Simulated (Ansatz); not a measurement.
# BeZn2P2 (built on the sites of a database entry of CaZn2P2): converging a phonon calculation, part 2 of 3

How do the frequencies of BeZn2P2 (built on the sites of a database entry of CaZn2P2) move with q mesh, k mesh and cutoff?

Ansatz 0.2.0; DFT PBEsol, scalar-relativistic, plane waves, PAW.

So far, highest frequency on the path or at a solved wavevector (cm⁻¹): step 3 (the dispersion) 335. The relaxed cell has a = 3.733, c = 6.086 Å (conventional setting).

The structure was built from a prototype and need not be the compound's stable phase.

**6. Another k mesh, k-mesh 4×4×4, q mesh 2×2×2**

The k mesh is changed to 4×4×4 on a small fixed q mesh, to find the coarsest that serves.

Contents of input.yaml:

```yaml
crystal:
  lattice:
    - [3.7327437306, -3.0525e-06, 0.0]
    - [-1.8663692218, 3.2326524228, 0.0]
    - [0.0, 0.0, 6.0864390006]
  atoms:
    - { symbol: Be, position: [0.0, 0.0, 0.0] }
    - { symbol: Zn, position: [0.3333333333, 0.6666666667, 0.6240765723] }
    - { symbol: Zn, position: [0.6666666667, 0.3333333333, 0.3759234277] }
    - { symbol: P, position: [0.3333333333, 0.6666666667, 0.2069294324] }
    - { symbol: P, position: [0.6666666667, 0.3333333333, 0.7930705676] }
kpoints:
  mp_grid: { grid: [4, 4, 4] }
hamiltonian:
  xc: pbesol
scf:
  occupations: { method: methfessel_paxton, width: 0.15 }
output:
  eigenvalues: true
phonons:
  method: dfpt
  qmesh: [2, 2, 2]
  temperatures: { t_max: 1000, t_step: 50 }
  qpath:
    path:
      - [[0.0, 0.0, 0.0], [0.5, 0.0, 0.0], [0.33333333, 0.33333333, 0.0], [0.0, 0.0, 0.0], [0.0, 0.0, 0.5], [0.5, 0.0, 0.5], [0.33333333, 0.33333333, 0.5], [0.0, 0.0, 0.5]]
      - [[0.5, 0.0, 0.5], [0.5, 0.0, 0.0]]
      - [[0.33333333, 0.33333333, 0.5], [0.33333333, 0.33333333, 0.0]]
    npoints: 10
```

Started as:

```
ansatz run input.yaml --threads 8 --pin off --max-ram 14336MiB --backend cpu --events-out ev --progress --plain --runs-dir out
```

Numbers of over 12 decimals in the logs are rounded to 6 here.

The log of the run:

```text
[...]
Crystal: 5 atoms, lattice volume = 73.443 Å³
Basis set: ecut = 420 eV, 1437 PW (Γ), exchange–correlation on 50×50×90 points (8 copies of the dense FFT grid, shifted against one another)
Bands: 23, of which v1, the nominal top of the filled ones, is band 18 counted from 1 (17 counted from 0)
Symmetry: 12 space group operations
k-points: 13 of 64
[...]
SCF iter   1: F=—  HF=-8131.836998 eV  |F-HF|=—  |Δ(HF+E_count)|=         —  Δρ=3.81e-3  dr2=9.00e-3  ethr=1.77e-3  ⟨swp⟩=6.4  Hψ=1624  notcnv=0
[...]
SCF iter  10: F=-8131.834451 eV  HF=-8131.834451 eV  |F-HF|=4.55e-12  |Δ(HF+E_count)|=  9.09e-13  S|Δr|=    0.00e0  Δρ=6.35e-8  dr2=4.46e-12  ethr=1.00e-12  ⟨swp⟩=8.3  Hψ=1791  notcnv=0
SCF 1 converged in 10 iterations: F = -8131.834451 eV  dr2 = 4.46e-12
[...]
SCF iter   6: F=-8131.834451 eV  HF=-8131.834451 eV  |F-HF|=0.00e0  |Δ(HF+E_count)|=  9.09e-12  S|Δr|=    0.00e0  Δρ=5.53e-8  dr2=2.27e-12  ethr=1.00e-12  ⟨swp⟩=3.6  Hψ=945  notcnv=0
SCF 2 converged in 6 iterations: F = -8131.834451 eV  dr2 = 2.27e-12
[...]
SCF converged after 10 iterations
[...]
Free energy (F): -8131.834451 eV
[...]
Internal energy: -8131.831866 eV  (E = F + TS)
E sigma→0 (E₀):  -8131.833804 eV
Entropy (-TS):   -0.002585 eV (-0.517 meV/atom)
Fermi energy:    9.327082 eV
[...]
--- Band table (eV; the first three rows and the last of 13) ---
  k-point 0: bands = [... 14 lower, 8.4854, 9.1347, 9.1347, 9.5430, 11.1701, 11.2462, 12.5795, 12.5795, ... 1 higher]
  k-point 1: bands = [... 14 lower, 8.6100, 8.6100, 9.1274, 9.1274, 11.2062, 11.9454, 11.9454, 12.3154, ... 1 higher]
  k-point 2: bands = [... 14 lower, 8.7766, 8.7766, 9.0927, 9.0927, 11.4109, 11.4882, 11.4882, 12.1717, ... 1 higher]
  k-point 12: bands = [... 14 lower, 5.0565, 5.3454, 7.4788, 7.6639, 11.0398, 11.3738, 12.5553, 13.1669, ... 1 higher]
[...]
ASR residual: 9.416e-5 → 0.000e0 eV/Å²; symmetrization residual: 9.551e-6 eV/Å²
  ASR residual per site (eV/Å²): 9.42e-5 3.03e-5 3.03e-5 7.54e-6 7.54e-6
[...]
--- Phonons (arbitrary-q DFPT): 4 irreducible q on the 2×2×2 mesh ---
[...]
interpolated dispersion: 93 rows × 15 modes
[...]
```

Wall time 28 s (8 threads of Arm Neoverse V2, shared host); peak memory 0.61 GiB.

The run finished; it serves as a test, and its numbers are not taken as the result.

**7. Another k mesh, k-mesh 6×6×4, q mesh 2×2×2**

The k mesh is changed to 6×6×4 on a small fixed q mesh, to find the coarsest that serves.

Edit input.yaml of step 6 so:

```diff
@@ -12,3 +12,3 @@
 kpoints:
-  mp_grid: { grid: [4, 4, 4] }
+  mp_grid: { grid: [6, 6, 4] }
 hamiltonian:
```

The log of the run:

```text
[...]
Crystal: 5 atoms, lattice volume = 73.443 Å³
Basis set: ecut = 420 eV, 1437 PW (Γ), exchange–correlation on 50×50×90 points (8 copies of the dense FFT grid, shifted against one another)
Bands: 23, of which v1, the nominal top of the filled ones, is band 18 counted from 1 (17 counted from 0)
Symmetry: 12 space group operations
k-points: 24 of 144
[...]
k-point 23: bands = [... 14 lower, 4.3901, 4.4362, 8.0153, 8.0153, 10.8653, 10.8653, 11.9929, 12.6677, ... 1 higher]
[...]
ASR residual: 1.113e-4 → 0.000e0 eV/Å²; symmetrization residual: 5.988e-6 eV/Å²
  ASR residual per site (eV/Å²): 1.11e-4 2.24e-5 2.24e-5 2.85e-6 2.85e-6
[...]
--- Phonons (arbitrary-q DFPT): 4 irreducible q on the 2×2×2 mesh ---
[...]
interpolated dispersion: 93 rows × 15 modes
[...]
[key lines of the parts left out:]
SCF converged after 11 iterations
Free energy (F): -8132.053288 eV
Fermi energy:    9.331671 eV
```

Run time: 47 s. Hardware: 8 threads; peak memory 0.77 GiB; 5.6 min of CPU time.

Frequencies (cm⁻¹) solved at each irreducible wavevector; negative means imaginary. Frequencies by wavevector, by row:

```
q in reciprocal lattice units  star  mode 1  mode 2  mode 3  mode 4  mode 13  mode 14  mode 15
                        0 0 0     1  -161.1  -161.1       0       0    224.7    273.3    288.5
                     0 0 -0.5     1  -108.5  -108.5   -52.9   -52.9    241.9    280.9    299.1
                     0 -0.5 0     3  -136.9    -114   -93.8    69.8    262.4    308.8    309.4
                  0 -0.5 -0.5     3  -125.5   -81.5   -76.4    72.5    284.7    306.6    314.5
```

The highest optical mode at the zone centre (no LO-TO term) is 288.5 cm⁻¹, -5.3 cm⁻¹ against the base run.

**8. Another k mesh, k-mesh 8×8×6, q mesh 2×2×2**

The k mesh is changed to 8×8×6 on a small fixed q mesh, to find the coarsest that serves.

Edit input.yaml of step 7 so:

```diff
@@ -12,3 +12,3 @@
 kpoints:
-  mp_grid: { grid: [6, 6, 4] }
+  mp_grid: { grid: [8, 8, 6] }
 hamiltonian:
```

The log of the run:

```text
[...]
Crystal: 5 atoms, lattice volume = 73.443 Å³
Basis set: ecut = 420 eV, 1437 PW (Γ), exchange–correlation on 50×50×90 points (8 copies of the dense FFT grid, shifted against one another)
Bands: 23, of which v1, the nominal top of the filled ones, is band 18 counted from 1 (17 counted from 0)
Symmetry: 12 space group operations
k-points: 50 of 384
[...]
k-point 49: bands = [... 14 lower, 4.6573, 4.8034, 7.9228, 7.9252, 10.6860, 10.8970, 12.3743, 12.8316, ... 1 higher]
[...]
ASR residual: 8.725e-5 → 0.000e0 eV/Å²; symmetrization residual: 1.042e-5 eV/Å²
  ASR residual per site (eV/Å²): 8.72e-5 7.08e-6 7.08e-6 4.59e-6 4.59e-6
[...]
--- Phonons (arbitrary-q DFPT): 4 irreducible q on the 2×2×2 mesh ---
[...]
interpolated dispersion: 93 rows × 15 modes
[...]
[key lines of the parts left out:]
SCF converged after 10 iterations
Free energy (F): -8132.086033 eV
Fermi energy:    9.374179 eV
```

The job ended after 1.7 min (8 threads; peak memory 1.2 GiB).

Frequencies (cm⁻¹) solved at each irreducible wavevector; negative means imaginary. Frequencies by wavevector, by row:

```
q in reciprocal lattice units  star  mode 1  mode 2  mode 3  mode 4  mode 13  mode 14  mode 15
                        0 0 0     1  -155.3  -155.3       0       0    226.1    284.3    292.4
                     0 0 -0.5     1  -104.9  -104.9   -51.8   -51.8      243    287.1    308.2
                     0 -0.5 0     3  -116.9  -105.6   -74.5    76.7    264.7    311.6    313.4
                  0 -0.5 -0.5     3  -119.6   -73.5   -62.3    74.5    294.3    307.8    319.3
```

The highest optical mode at the zone centre (no LO-TO term) is 292.4 cm⁻¹, -1.4 cm⁻¹ against the base run.

**9. Another k mesh, k-mesh 14×14×8, q mesh 2×2×2**

The k mesh is changed to 14×14×8 on a small fixed q mesh, to find the coarsest that serves.

Edit input.yaml of step 8 so:

```diff
@@ -12,3 +12,3 @@
 kpoints:
-  mp_grid: { grid: [8, 8, 6] }
+  mp_grid: { grid: [14, 14, 8] }
 hamiltonian:
```

The log of the run:

```text
[...]
Crystal: 5 atoms, lattice volume = 73.443 Å³
Basis set: ecut = 420 eV, 1437 PW (Γ), exchange–correlation on 50×50×90 points (8 copies of the dense FFT grid, shifted against one another)
Bands: 23, of which v1, the nominal top of the filled ones, is band 18 counted from 1 (17 counted from 0)
Symmetry: 12 space group operations
k-points: 168 of 1568
[...]
k-point 167: bands = [... 14 lower, 4.5064, 4.5363, 7.9850, 7.9882, 10.7712, 10.9213, 12.1146, 12.7228, ... 1 higher]
[...]
ASR residual: 1.046e-4 → 0.000e0 eV/Å²; symmetrization residual: 8.826e-6 eV/Å²
  ASR residual per site (eV/Å²): 1.05e-4 8.98e-6 8.98e-6 2.28e-6 2.28e-6
[...]
--- Phonons (arbitrary-q DFPT): 4 irreducible q on the 2×2×2 mesh ---
[...]
interpolated dispersion: 93 rows × 15 modes
[...]
[key lines of the parts left out:]
SCF converged after 11 iterations
Free energy (F): -8132.087653 eV
Fermi energy:    9.367315 eV
```

The job ended after 6.7 min (8 threads; peak memory 3.4 GiB).

Frequencies (cm⁻¹) solved at each irreducible wavevector; negative means imaginary. Frequencies by wavevector, by row:

```
q in reciprocal lattice units  star  mode 1  mode 2  mode 3  mode 4  mode 13  mode 14  mode 15
                        0 0 0     1  -155.5  -155.5       0       0    225.7    287.2    294.8
                     0 0 -0.5     1  -108.2  -108.2   -50.3   -50.3    243.2    289.1    314.2
                     0 -0.5 0     3  -116.3  -109.4   -80.5    73.8    265.2    311.4    315.1
                  0 -0.5 -0.5     3    -123   -74.8   -67.9    74.3    290.1    306.9    320.4
```

The highest optical mode at the zone centre (no LO-TO term) is 294.8 cm⁻¹, +1.0 cm⁻¹ against the base run.

**10. Side by side**

Times are for 8 threads of Arm Neoverse V2, shared host. The runs compared:

```
no.   k-mesh  lowest mode on the q mesh (acoustic modes at Γ apart) (cm⁻¹)  highest frequency on the path or at a solved wavevector (cm⁻¹)     time  memory (GiB)
  1    6×6×4                                                        -161.1                                                           320.8     47 s          0.77
  2    8×8×6                                                        -155.3                                                           323.5  1.7 min           1.2
  3  14×14×8                                                        -155.5                                                             324  6.7 min           3.4
```

The runs together. Phonon density of states against wavenumber; read off at these points; values in 1/cm⁻¹/cell:

```
wavenumber (cm⁻¹)    6×6×4    8×8×6  14×14×8
           -160.0   5.0e-4        -        -
           -140.0  0.00401  0.00282  0.00296
           -120.0   0.0431   0.0214   0.0268
           -100.0   0.0161   0.0290   0.0253
            -80.0   0.0289   0.0147   0.0181
            -60.0   0.0231   0.0251   0.0257
            -40.0   0.0119   0.0145   0.0119
            -20.0  0.00866  0.00639  0.00636
              0.0  0.00698  0.00623  0.00638
             20.0  0.00754   0.0081  0.00826
             40.0   0.0147   0.0183   0.0172
             60.0   0.0316   0.0267   0.0256
             80.0   0.0493   0.0447   0.0487
            100.0   0.0323   0.0414   0.0387
            107.5   0.0645   0.0391   0.0374
            120.0   0.0714   0.0633   0.0636
            122.5   0.0889   0.0637   0.0615
            140.0   0.0654   0.0612   0.0609
            147.5   0.0872   0.0606   0.0623
            160.0   0.0235   0.0426   0.0384
            180.0  0.00475   0.0110   0.0112
            200.0   0.0210   0.0110   0.0114
            220.0   0.0314   0.0456   0.0407
            240.0    0.115   0.0907   0.0945
            242.5    0.126    0.112    0.107
            247.5   0.0772    0.112    0.114
            260.0   0.0569   0.0564   0.0497
            280.0   0.0677   0.0501   0.0509
            282.5   0.0771   0.0561   0.0544
            287.5   0.0636   0.0802   0.0810
            300.0   0.0281   0.0467   0.0438
            320.0  0.00298  0.00658  0.00770
```

The runs together, line Be. Partial phonon density of states, Be against wavenumber; read off at these points; values in 1/cm⁻¹/cell:

```
wavenumber (cm⁻¹)    6×6×4    8×8×6  14×14×8
           -160.0   6.5e-4   9.4e-5   1.1e-4
           -140.0  0.00424  0.00238  0.00254
           -120.0   0.0325   0.0186   0.0230
           -113.3   0.0368   0.0314   0.0325
           -110.1   0.0314   0.0330   0.0323
           -100.0   0.0117   0.0244   0.0212
            -80.0  0.00859  0.00766  0.00742
            -60.0  0.00608  0.00556  0.00579
            -40.0  0.00342  0.00397  0.00332
            -20.0  0.00113  0.00203  0.00158
              0.0   4.4e-4   3.9e-4   3.0e-4
             20.0  0.00111  0.00105  0.00187
             40.0  0.00263  0.00258  0.00299
             60.0  0.00539  0.00271  0.00278
             80.0  0.00999  0.00843  0.00897
            100.0   0.0106  0.00940  0.00878
            120.0   0.0132   0.0116   0.0114
            124.4   0.0149   0.0137   0.0132
            130.8   0.0106   0.0161   0.0159
            140.0  0.00873   0.0103   0.0107
            160.0  0.00597   0.0104  0.00979
            180.0  0.00271  0.00643  0.00617
            200.0  0.00154  0.00171  0.00161
            220.0   7.7e-4   9.4e-4  0.00134
            240.0  0.00468  0.00340  0.00330
            260.0  0.00479  0.00411  0.00366
            280.0  0.00487  0.00386  0.00374
            285.0  0.00559  0.00467  0.00462
            300.0  0.00351  0.00428  0.00464
            320.0   6.4e-4  0.00138  0.00193
```

**11. Another cutoff, cutoff 170 eV, k-mesh 10×10×6**

The cutoff is set to 170 eV on a small fixed q mesh.

Edit input.yaml of step 9 so:

```diff
@@ -12,3 +12,3 @@
 kpoints:
-  mp_grid: { grid: [14, 14, 8] }
+  mp_grid: { grid: [10, 10, 6] }
 hamiltonian:
@@ -29 +29,3 @@
     npoints: 10
+basis:
+  ecutwfc: 170
```

The log of the run:

```text
Warning: basis.ecutwfc = 170 eV is below the records' recommended 420 eV, and the density's cutoff is lower with it unless basis.ecutrho_ratio is high enough to keep the records' density cutoff: compare with a run at a higher cutoff
[...]
Crystal: 5 atoms, lattice volume = 73.443 Å³
Basis set: ecut = 170 eV, 373 PW (Γ), exchange–correlation on 32×32×54 points (8 copies of the dense FFT grid, shifted against one another)
Bands: 23, of which v1, the nominal top of the filled ones, is band 18 counted from 1 (17 counted from 0)
Symmetry: 12 space group operations
k-points: 72 of 600
[...]
SCF iter   1: F=—  HF=-8106.529599 eV  |F-HF|=—  |Δ(HF+E_count)|=         —  Δρ=1.48e-1  dr2=7.83e0  ethr=1.77e-3  ⟨swp⟩=5.5  Hψ=8142  notcnv=0
[...]
SCF iter  12: F=-8096.897045 eV  HF=-8096.897045 eV  |F-HF|=1.82e-12  |Δ(HF+E_count)|=  4.55e-12  S|Δr|=    0.00e0  Δρ=1.13e-7  dr2=9.87e-12  ethr=1.00e-12  ⟨swp⟩=7.8  Hψ=8901  notcnv=0
SCF 1 converged in 12 iterations: F = -8096.897045 eV  dr2 = 9.87e-12
[...]
SCF iter   6: F=-8096.897045 eV  HF=-8096.897045 eV  |F-HF|=3.64e-12  |Δ(HF+E_count)|=  1.73e-11  S|Δr|=    0.00e0  Δρ=7.88e-8  dr2=3.77e-12  ethr=1.00e-12  ⟨swp⟩=1.8  Hψ=4470  notcnv=0
SCF 2 converged in 6 iterations: F = -8096.897045 eV  dr2 = 3.77e-12
[...]
SCF converged after 12 iterations
[...]
Free energy (F): -8096.897045 eV
[...]
Internal energy: -8096.896977 eV  (E = F + TS)
E sigma→0 (E₀):  -8096.897028 eV
Entropy (-TS):   -0.000069 eV (-0.014 meV/atom)
Fermi energy:    9.206638 eV
[...]
--- Band table (eV; the first three rows and the last of 72) ---
  k-point 0: bands = [... 14 lower, 8.2211, 8.8879, 8.8879, 9.3337, 11.2797, 11.5165, 12.5241, 12.5241, ... 1 higher]
  k-point 1: bands = [... 14 lower, 8.3042, 8.4683, 8.9039, 8.9039, 11.3172, 12.2153, 12.2153, 12.3010, ... 1 higher]
  k-point 2: bands = [... 14 lower, 8.4504, 8.4504, 8.8641, 8.8641, 11.5304, 11.7236, 11.7236, 12.5776, ... 1 higher]
  k-point 71: bands = [... 14 lower, 4.0636, 4.4946, 7.7460, 7.7976, 10.7027, 10.9769, 12.1302, 12.7306, ... 1 higher]
[...]
ASR residual: 5.361e-3 → 0.000e0 eV/Å²; symmetrization residual: 2.809e-6 eV/Å²
  ASR residual per site (eV/Å²): 5.36e-3 1.35e-3 1.35e-3 7.75e-4 7.75e-4
[...]
--- Phonons (arbitrary-q DFPT): 4 irreducible q on the 2×2×2 mesh ---
[...]
interpolated dispersion: 93 rows × 15 modes
[...]
```

Elapsed: 67 s, on 8 threads; peak memory 0.91 GiB; 7.8 min of CPU time.

The run finished; it serves as a test, and its numbers are not taken as the result.

**12. Another cutoff, cutoff 230 eV, k-mesh 10×10×6**

The cutoff is set to 230 eV on a small fixed q mesh.

Edit input.yaml of step 11 so:

```diff
@@ -30,2 +30,2 @@
 basis:
-  ecutwfc: 170
+  ecutwfc: 230
```

The log of the run:

```text
[...]
Crystal: 5 atoms, lattice volume = 73.443 Å³
Basis set: ecut = 230 eV, 573 PW (Γ), exchange–correlation on 40×40×64 points (8 copies of the dense FFT grid, shifted against one another)
Bands: 23, of which v1, the nominal top of the filled ones, is band 18 counted from 1 (17 counted from 0)
Symmetry: 12 space group operations
k-points: 72 of 600
[...]
SCF iter   1: F=—  HF=-8127.571562 eV  |F-HF|=—  |Δ(HF+E_count)|=         —  Δρ=3.09e-2  dr2=3.18e-1  ethr=1.77e-3  ⟨swp⟩=5.9  Hψ=8618  notcnv=0
[...]
SCF iter  11: F=-8126.679611 eV  HF=-8126.679611 eV  |F-HF|=3.64e-12  |Δ(HF+E_count)|=  4.46e-11  S|Δr|=    0.00e0  Δρ=1.04e-7  dr2=5.70e-12  ethr=1.00e-12  ⟨swp⟩=8.1  Hψ=10174  notcnv=0
SCF 1 converged in 11 iterations: F = -8126.679611 eV  dr2 = 5.70e-12
[...]
SCF iter   7: F=-8126.679611 eV  HF=-8126.679611 eV  |F-HF|=3.64e-12  |Δ(HF+E_count)|=  5.46e-12  S|Δr|=    0.00e0  Δρ=8.99e-8  dr2=5.25e-12  ethr=1.00e-12  ⟨swp⟩=3.7  Hψ=4022  notcnv=0
SCF 2 converged in 7 iterations: F = -8126.679611 eV  dr2 = 5.25e-12
[...]
SCF converged after 11 iterations
[...]
Free energy (F): -8126.679611 eV
[...]
Internal energy: -8126.679411 eV  (E = F + TS)
E sigma→0 (E₀):  -8126.679561 eV
Entropy (-TS):   -0.000200 eV (-0.040 meV/atom)
Fermi energy:    9.310257 eV
[...]
--- Band table (eV; the first three rows and the last of 72) ---
  k-point 0: bands = [... 14 lower, 8.3612, 9.0130, 9.0130, 9.4429, 11.1712, 11.3239, 12.5372, 12.5372, ... 1 higher]
  k-point 1: bands = [... 14 lower, 8.4169, 8.5305, 9.0070, 9.0070, 11.1591, 12.0580, 12.1951, 12.1951, ... 1 higher]
  k-point 2: bands = [... 14 lower, 8.5554, 8.5554, 8.9906, 8.9906, 11.3322, 11.6893, 11.6893, 12.3955, ... 1 higher]
  k-point 71: bands = [... 14 lower, 4.3089, 4.5617, 7.8851, 7.8877, 10.7506, 11.0224, 12.1226, 12.7490, ... 1 higher]
[...]
ASR residual: 1.423e-4 → 0.000e0 eV/Å²; symmetrization residual: 2.987e-6 eV/Å²
  ASR residual per site (eV/Å²): 1.42e-4 9.32e-5 9.32e-5 2.23e-5 2.23e-5
[...]
--- Phonons (arbitrary-q DFPT): 4 irreducible q on the 2×2×2 mesh ---
[...]
interpolated dispersion: 93 rows × 15 modes
[...]
```

Elapsed: 97 s, on 8 threads; peak memory 1 GiB; 12 min of CPU time.

The run finished; it serves as a test, and its numbers are not taken as the result.

(Continued in part 3 of 3.)

[Logs are printed without paths, hosts, clocks, repeated set-up lines and the standing remarks that a program may print on its own settings, such as how far it seeks lower states.]

[Hosts, paths, dates, database ids (printed as entryN), source tags and the programs' standing remarks are cut or masked in the printed files.]
